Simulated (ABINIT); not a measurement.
# Quasiparticle gap of Y2CrH6 (Fm-3m) in ABINIT, part 3 of 3

Wanted: ground state, empty states, screening and self-energy for Y2CrH6 (Fm-3m).

ABINIT 10.8.3; LDA and many-body steps on it, plane waves. Known limits of the many-body steps: not at the basis limit; mesh may overstate the screening; no spin polarisation; d states lean on the start; no spin-orbit coupling; coarse k mesh.

So far. Step 4 (Empty states on the mesh, 2×2×2 mesh, 83 bands): On this mesh the gap is 0.246 eV. Step 5 (Screening, 2×2×2 mesh, 77 bands, screening to 106.1 eV): Local fields lower ε∞ by 17 %. On a Γ-centred mesh this coarse the value itself is usually too large, while a short band sum pulls it down.

### Step 6. Self-energy, 2×2×2 mesh, 77 bands, screening to 106.1 eV

The self-energy is evaluated for the states that the input lists, and the levels follow from it, in one-shot runs by the linearised quasiparticle equation.

This step: G0W0 on LDA, plane waves, norm-conserving pseudopotentials.

Contents of run.abi:

```
acell 3*1.0 Angstrom
rprim 
  0.000000000000 3.499313000000 3.499313000000
  3.499313000000 0.000000000000 3.499313000000
  3.499313000000 3.499313000000 -0.000000000000
ntypat 3
znucl 39 24 1
natom 9
typat 1 1 2 3 3 3 3 3 3
xred 
  0.750000000000 0.750000000000 0.750000000000
  0.250000000000 0.250000000000 0.250000000000
  0.000000000000 0.000000000000 0.000000000000
  0.754389000000 0.754389000000 0.245611000000
  0.245611000000 0.754389000000 0.245611000000
  0.754389000000 0.245611000000 0.245611000000
  0.245611000000 0.245611000000 0.754389000000
  0.754389000000 0.245611000000 0.754389000000
  0.245611000000 0.754389000000 0.754389000000
pp_dirpath "pseudos"
pseudos "Y.upf, Cr.upf, H.upf"
ecut 43
ngkpt 2 2 2
nshiftk 1
shiftk 0 0 0
kptopt 1
chksymbreak 0
istwfk *1
occopt 1
irdwfk 1
optdriver 4
nband 77
gwcalctyp 0
ecutsigx 43
symsigma 1
nkptgw 2
kptgw 
  0.0000000000 0.0000000000 0.0000000000
  0.5000000000 0.5000000000 0.0000000000
bdgw 
  19 23
  20 23
ecuteps 3.9
irdscr 1
ppmodel 1
indata_prefix "in"
outdata_prefix "out"
tmpdata_prefix "tmp"
```

Run with:

```bash
OMP_NUM_THREADS=1 mpirun -n 4 abinit run.abi > log
```

Numbers of over 12 decimals in the logs are rounded to 6 here.

What it wrote:

```text
.Version 10.8.3 of ABINIT. v10.8.2 released Aug 2026.

 Symmetries : space group Fm -3 m (#225); Bravais cF (face-center cubic)
[... echo of the input left out ...]
== DATASET  1 ==================================================================
-   mpi_nproc: 4, omp_nthreads: 1 (-1 if OMP is not activated)

--- !DatasetInfo
iteration_state: {dtset: 1, }
dimensions: {natom: 9, nkpt: 3, mband: 77, nsppol: 1, nspinor: 1, nspden: 1, mpw: 7848, }
cutoff_energies: {ecut:  43.0, pawecutdg:  -1.0, }
electrons: {nelect:   4.20000000E+01, charge:   0.00000000E+00, occopt:   1.00000000E+00, tsmear:   1.00000000E-02, }

 SIGMA: Calculation of the GW corrections

 Based on a program developped by R.W. Godby, V. Olevano, G. Onida, and L. Reining.
 Incorporated in ABINIT by V. Olevano, G.-M. Rignanese, and M. Torrent.
.Using double precision arithmetic ; gwpc =  8

[... cell and pseudopotentials left out ...]
--------------------------------------------------------------------------------

 ==== K-mesh for the wavefunctions ====
 Number of points in the irreducible wedge :     3
[... list of points left out ...]
 Together with 48 symmetry operations and time-reversal symmetry
 yields     8 points in the full Brillouin Zone.

 ==== Q-mesh for screening function ====
 Number of points in the irreducible wedge :     3
[... list of points left out ...]
 Together with 48 symmetry operations and time-reversal symmetry
 yields     8 points in the full Brillouin Zone.

 vcoul_init : cutoff-mode = AUXILIARY_FUNCTION
 q-points for optical limit:   1
     1)      0.000010    0.000020    0.000030
 setmesh: FFT mesh size selected  =    60x   60x   60
          total number of points  =       216000

 Number of electrons calculated from density =   42.0000; Expected =   42.0000
 average of density, n =  0.072623
 r_s =    1.4869
 omega_plasma =   25.9952 [eV]

 === KS Band Gaps ===
  >>>> For spin  1
   Minimum direct gap =   0.4700 [eV], located at k-point      :   0.5000  0.5000  0.0000
   Fundamental gap    =   0.2463 [eV], Top of valence bands at :   0.0000  0.0000  0.0000
                                       Bottom of conduction at :   0.5000  0.5000  0.0000
 SIGMA fundamental parameters:
 PLASMON POLE MODEL  1
 number of plane-waves for SigmaX                 7799
 number of plane-waves for SigmaC and W            181
 number of plane-waves for wavefunctions          7799
 number of bands                                    77
 number of independent spin polarizations            1
 number of spinorial components                      1
 number of k-points in IBZ                           3
 number of q-points in IBZ                           3
 number of symmetry operations                      48
 number of k-points in BZ                            8
 number of q-points in BZ                            8
 number of frequencies for dSigma/dE                 9
 frequency step for dSigma/dE [eV]                0.25
 number of omega for Sigma on real axis              0
 max omega for Sigma on real axis  [eV]           0.00
 zcut for avoiding poles [eV]                     0.10

 EPSILON^-1 parameters (SCR file):
 dimension of the eps^-1 matrix on file            181
 dimension of the eps^-1 matrix used               181
 number of plane-waves for wavefunctions          7799
 number of bands                                    77
 number of q-points in IBZ                           3
 number of frequencies                               2
 number of real frequencies                          1
 number of imag frequencies                          1

 matrix elements of self-energy operator (all in [eV])

 Perturbative Calculation

--- !SelfEnergy_ee
iteration_state: {dtset: 1, }
kpoint     : [   0.000,    0.000,    0.000, ]
spin       : 1
KS_gap     :    1.912
QP_gap     :    2.348
Delta_QP_KS:    0.436
data: !SigmaeeData |
     Band     E0 <VxcDFT>   SigX SigC(E0)      Z dSigC/dE  Sig(E)    E-E0       E
       19   7.570 -20.024 -21.729   3.182   0.738  -0.355 -18.934   1.090   8.661
       20   7.570 -20.024 -21.729   3.182   0.738  -0.355 -18.934   1.090   8.661
       21   7.570 -20.024 -21.729   3.182   0.738  -0.355 -18.934   1.090   8.661
       22   9.482 -18.252 -10.839  -5.390   0.754  -0.326 -16.726   1.526  11.008
       23   9.482 -18.252 -10.839  -5.390   0.754  -0.326 -16.726   1.526  11.008

--- !SelfEnergy_ee
iteration_state: {dtset: 1, }
kpoint     : [   0.500,    0.500,    0.000, ]
spin       : 1
KS_gap     :    0.470
QP_gap     :    0.465
Delta_QP_KS:   -0.005
data: !SigmaeeData |
     Band     E0 <VxcDFT>   SigX SigC(E0)      Z dSigC/dE  Sig(E)    E-E0       E
       20   7.347 -19.145 -20.583   2.929   0.742  -0.347 -18.038   1.107   8.454
       21   7.347 -19.145 -20.583   2.929   0.742  -0.347 -18.038   1.107   8.454
       22   7.817 -11.929  -6.589  -3.961   0.799  -0.251 -10.827   1.103   8.919
       23   8.805 -19.762 -12.527  -5.199   0.748  -0.337 -18.238   1.524  10.329

== END DATASET(S) ==============================================================
================================================================================

 -outvars: echo values of variables after computation  --------
           etotal      0.0000000000E+00
            nband          77
             nkpt           3
          spgroup         225
 [... the other variables as echoed above ...]

 Calculation completed.
```

The job ended after 5.7 s (4 MPI ranks of Arm Neoverse V1, shared host; peak memory 0.42 GiB).

This step gave:

```
G0W0 gap on the points computed              : 0.2580 eV
starting gap on the mesh                     : 0.2463 eV
k of the valence top                         : 0, 0, 0
k of the conduction bottom                   : 0.5, 0.5, 0
Z at the valence top                         : 0.738
Z at the conduction bottom                   : 0.799
least direct G0W0 gap on the computed points : 0.4650 eV
```

The gap on the mesh goes from 0.25 eV to 0.26 eV, a correction of +0.01 eV.

Limits: finite bands, cutoff and mesh; no spin polarisation; d states lean on the start; no spin-orbit coupling; coarse k mesh. v1 is the top filled band, c1 the lowest empty one. Levels before and after the correction, in eV, zero at the valence-band top of each column:

```tsv
	conduction bottom	valence top
Kohn-Sham	0.25	0.00
G0W0	0.26	0.00
```

```tsv
	level	energy (eV)
Kohn-Sham	Γ v3-v1	0.000
Kohn-Sham	Γ c1-c2	1.912
Kohn-Sham	(0.5 0.5 0) v2-v1	-0.224
Kohn-Sham	(0.5 0.5 0) c1	0.246
Kohn-Sham	(0.5 0.5 0) c2	1.235
G0W0	Γ v3-v1	0.000
G0W0	Γ c1-c2	2.347
G0W0	(0.5 0.5 0) v2-v1	-0.207
G0W0	(0.5 0.5 0) c1	0.258
G0W0	(0.5 0.5 0) c2	1.668
```

### Step 7. Where the time went

Times are wall times on 4 MPI ranks of Arm Neoverse V1, shared host, good to a factor of about two.

```tsv
step	time	share	memory (GiB)
ground state	77 s	41 %	0.49
bands along the symmetry lines	62 s	33 %	0.41
empty states on the mesh	32 s	17 %	0.36
screening	11 s	6 %	0.91
self-energy	5.7 s	3 %	0.42
```

### Step 8. Outcome

```
LDA gap              : 0.25 eV, indirect
G0W0 gap on the mesh : 0.26 eV
GW settings          : 2×2×2 mesh, 77 bands, screening to 106.1 eV, Godby-Needs plasmon pole
known limits         : not at the basis limit; mesh may overstate the screening; no spin polarisation; d states lean on the start; no spin-orbit coupling; coarse k mesh
```

**Reading.** G0W0 moves the gap on the mesh from 0.25 eV to 0.26 eV (+0.01 eV), with Z of 0.74 and 0.80 at the edges. Local fields lower the RPA ε∞ on this mesh from 67.81 to 56.34; a Γ-centred mesh this coarse tends to raise both, most where the direct gap is narrow, while a short band sum lowers them. Only 2 of the mesh's irreducible points were corrected, so a valley elsewhere could overtake. Bands and cutoff are finite, so the gap is not at the basis limit. The miss can reach some tenths of an eV and take either sign; the mesh is an error of its own. In the G0W0 run levels were corrected at 2 k points alone, so a gap called «on the mesh» is the least over those, and an edge elsewhere would be missed. The 2×2×2 mesh is coarse for this cell, which bears on the long-range parts of exchange and screening. The RPA ε∞ on this mesh reaches over 25; with a narrow direct gap a coarse mesh can overstate it, and the correction is then too small. The runs have no spin polarisation. For a closed low-spin shell that is the natural state; where a d or f shell is open it is a constraint, and the gap is then not the crystal's own. With d states at the gap, one-shot GW leans hard on its start. The many-body steps are scalar-relativistic: spin-orbit coupling is not in them.

[Paths, hosts, dates, memory and timing lines, banners, echoed tables and standing remarks are left out of the program output.]

[Logs are printed without paths, hosts, clocks, repeated set-up lines and the standing remarks that a program may print on its own settings, such as how far it seeks lower states.]

[Runs of the session that timed out or met a known fault of the program may be left out.]

[Hosts, paths, dates, database ids (printed as entryN), source tags and the programs' standing remarks are cut or masked in the printed files.]

[G0W0 gaps are taken among the corrected bands and points alone; a level outside them can change the order at an edge.]

[Where Ansatz stands beside ABINIT at settings called matched, ABINIT's density can come from a denser mesh and the files from another edition; pairs whose starting gaps differed by over 0.03 eV were left out, so agreement reads better than it is.]
